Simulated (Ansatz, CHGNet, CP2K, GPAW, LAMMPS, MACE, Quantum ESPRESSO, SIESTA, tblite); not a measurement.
# From one method to another: forces in glassy 25SiO2-50B2O3-12CaO-12Na2O (mol %) (62 atoms)

62 atoms (4 Si, 16 B, 2 Ca, 4 Na, 36 O) placed at random at 2.2 g/cm³, melted at 3000 K for 20 ps at fixed volume with the Buckingham and Coulomb pair potential of Guillot and Sator (Geochim. Cosmochim. Acta 71, 1249 (2007)) with the boron terms of Wang et al. (J. Non-Cryst. Solids 498, 294 (2018)). Quenched from 3000 K to 300 K at 20 K/ps and fixed volume, held 10 ps at zero pressure.

Two calculations on one geometry. First: Kohn-Sham DFT, PBE, SSSP efficiency 1.3.0 pseudopotentials, plane waves; sssp-1.3.0-efficiency; 60/480 Ry; levels smeared at 580 K (Quantum ESPRESSO 7.5; sssp-pbe-1.3.0-efficiency, cutoffs 60/480 Ry, Γ point). Second: Kohn-Sham DFT, PBE, PseudoDojo 0.4.1 norm-conserving pseudopotentials (converted to PSML), numerical atomic orbitals (DZP), diagonalisation; shift 0.01 Ry; mesh 500 Ry; levels smeared at 580 K (SIESTA 5.4.2; Γ point).

Cell vectors (Å):

```
8.940 0.000 0.000
0.000 8.940 0.000
0.000 0.000 8.940
```

Atom, position (Å) and force of the first calculation (eV/Å):

```
1 Si 4.019 4.117 4.748 -1.251 0.768 -1.190
2 Si 8.771 8.307 6.683 -1.234 -0.638 -1.376
3 Si 1.095 4.063 0.861 1.656 -0.604 1.043
4 Si 5.538 2.666 8.165 0.861 -0.006 0.051
5 B 3.867 6.275 2.921 0.467 0.814 0.195
6 B 6.107 6.116 1.409 -2.974 -0.145 2.700
7 B 8.744 5.405 5.610 -1.662 0.580 -1.297
8 B 0.287 2.435 3.233 0.756 0.423 1.050
9 B 8.328 6.208 2.910 2.473 0.200 2.349
10 B 4.057 1.921 2.953 -0.316 -1.105 -0.419
11 B 5.291 8.568 3.906 -0.275 0.044 1.022
12 B 3.199 2.243 0.669 -2.177 -0.776 0.662
13 B 7.775 0.359 4.072 -0.606 -1.087 1.008
14 B 8.356 2.312 8.864 0.189 -1.854 -1.033
15 B 1.470 7.011 1.520 -0.921 0.257 0.644
16 B 1.520 3.441 5.387 0.428 2.010 -0.585
17 B 1.382 0.399 8.697 0.337 0.259 1.172
18 B 6.136 5.100 6.566 0.258 0.710 0.264
19 B 5.005 0.563 6.593 2.085 -2.259 -2.500
20 B 6.129 7.545 7.928 0.718 -0.468 -3.780
21 Ca 4.006 8.536 0.995 -0.846 0.574 0.581
22 Ca 8.081 5.685 8.313 0.105 0.315 -0.712
23 Na 2.218 7.322 4.840 0.045 -0.135 -0.343
24 Na 3.910 5.517 8.407 -0.174 -0.489 0.181
25 Na 7.524 8.712 1.165 0.728 0.509 0.319
26 Na 6.704 3.895 3.817 0.336 0.129 0.016
27 O 4.890 5.664 1.993 2.124 -0.174 -1.421
28 O 8.293 0.177 5.328 0.450 0.455 0.230
29 O 5.058 1.893 6.831 -0.663 0.311 -0.537
30 O 5.916 6.465 7.014 -0.521 -0.473 -0.079
31 O 0.283 1.283 0.227 -2.147 0.631 0.140
32 O 4.752 0.707 3.036 -0.659 1.217 -1.299
33 O 5.131 0.022 5.318 -0.818 0.705 1.568
34 O 0.997 2.633 4.414 -0.502 -0.246 -0.345
35 O 4.555 7.382 3.593 -0.204 -0.301 0.296
36 O 2.904 3.382 5.664 -1.129 -0.225 0.433
37 O 0.060 6.762 6.158 1.494 0.054 0.600
38 O 2.762 6.882 2.122 0.662 0.582 -0.563
39 O 3.291 5.302 3.833 0.136 -0.143 0.732
40 O 4.525 3.014 3.651 0.767 -0.448 0.009
41 O 7.508 4.874 6.202 0.442 -0.814 0.672
42 O 7.543 8.067 7.740 0.194 0.059 1.729
43 O 1.424 8.072 0.553 0.146 -0.603 -0.051
44 O 6.999 2.065 8.581 2.155 -0.270 1.034
45 O 1.053 5.700 0.896 -0.249 -2.069 -1.769
46 O 8.893 3.589 8.726 -1.331 0.812 -0.689
47 O 2.936 1.957 2.095 1.750 -0.244 1.910
48 O 2.632 1.069 8.910 1.569 -0.049 -1.177
49 O 2.493 3.448 0.334 -0.101 1.940 -0.396
50 O 5.276 4.718 5.515 -0.563 -0.319 -0.960
51 O 0.343 7.139 2.559 -0.379 0.585 0.117
52 O 5.967 6.953 0.329 0.147 0.909 1.052
53 O 8.251 1.401 3.281 0.375 1.263 -1.501
54 O 7.340 5.856 1.971 -0.521 -0.687 -0.747
55 O 0.874 4.533 5.952 1.001 -1.025 -0.130
56 O 6.772 8.443 3.606 0.610 0.897 -0.464
57 O 8.527 5.520 4.124 -1.243 0.055 -1.818
58 O 4.618 2.360 0.519 0.556 -0.005 -0.513
59 O 5.773 4.216 7.793 -0.027 0.855 0.680
60 O 1.160 0.062 7.292 -0.428 -0.373 -0.759
61 O 5.236 8.625 7.666 -1.414 0.358 2.046
62 O 0.444 3.351 2.180 -0.685 -1.250 1.947
```

**Question.** What forces does the second calculation give?

Atom and force (eV/Å):

```
1 -1.329 0.852 -1.100
2 -1.118 -0.493 -1.392
3 2.037 -0.701 1.194
4 0.667 0.050 -0.032
5 0.326 0.747 0.292
6 -3.096 -0.373 3.029
7 -1.849 0.562 -1.385
8 0.777 0.341 1.042
9 2.558 0.170 2.603
10 -0.506 -1.138 -0.516
11 -0.162 0.030 1.067
12 -2.453 -0.894 0.660
13 -0.648 -1.073 0.966
14 0.255 -1.999 -0.967
15 -0.960 0.328 0.782
16 0.417 1.996 -0.530
17 0.362 0.420 1.259
18 0.430 0.712 0.259
19 2.011 -2.344 -2.705
20 0.730 -0.350 -4.098
21 -0.223 0.314 0.661
22 0.196 0.676 -0.262
23 0.046 -0.134 -0.390
24 -0.148 -0.610 0.089
25 0.844 0.549 0.339
26 0.362 0.172 0.094
27 2.118 -0.191 -1.528
28 0.507 0.584 0.208
29 -0.760 0.549 -0.770
30 -0.661 -0.367 -0.063
31 -2.157 0.509 0.258
32 -0.459 1.220 -1.168
33 -0.795 0.651 1.556
34 -0.497 -0.382 -0.337
35 -0.205 -0.394 0.261
36 -1.121 -0.432 0.753
37 1.613 -0.069 0.432
38 0.570 0.314 -0.344
39 -0.050 -0.044 0.624
40 1.053 -0.339 -0.038
41 0.304 -1.063 0.203
42 -0.144 0.056 2.117
43 -0.054 -0.684 -0.121
44 2.168 -0.487 1.096
45 -0.241 -1.925 -1.803
46 -1.274 0.724 -0.896
47 1.622 -0.227 1.840
48 1.305 0.473 -1.582
49 0.081 2.047 -0.601
50 -0.459 -0.237 -0.976
51 -0.282 0.795 -0.013
52 0.098 1.135 0.946
53 0.330 1.275 -1.687
54 -0.595 -0.795 -0.974
55 1.025 -0.937 0.032
56 0.494 0.726 -0.629
57 -1.229 0.000 -1.830
58 0.677 -0.094 -0.172
59 -0.022 1.182 0.679
60 -0.174 -0.293 -0.839
61 -1.404 0.219 2.311
62 -0.875 -1.268 2.062
```

The two sets differ by 162 meV/Å r.m.s., 16 % of the r.m.s. force of the Quantum ESPRESSO run. The network of bonds at the start is that of the classical potential that made the cell, and needn't be the one that DFT or experiment would give. The electronic-structure runs sample only Γ, in a cell whose shortest periodic width is 9 Å.

[Long decimals in the printed logs are rounded to 6 places.]

[Logs are printed without paths, hosts, clocks, repeated set-up lines and the standing remarks that a program may print on its own settings, such as how far it seeks lower states.]

[Hosts, paths, dates, database ids (printed as entryN), source tags and the programs' standing remarks are cut or masked in the printed files.]
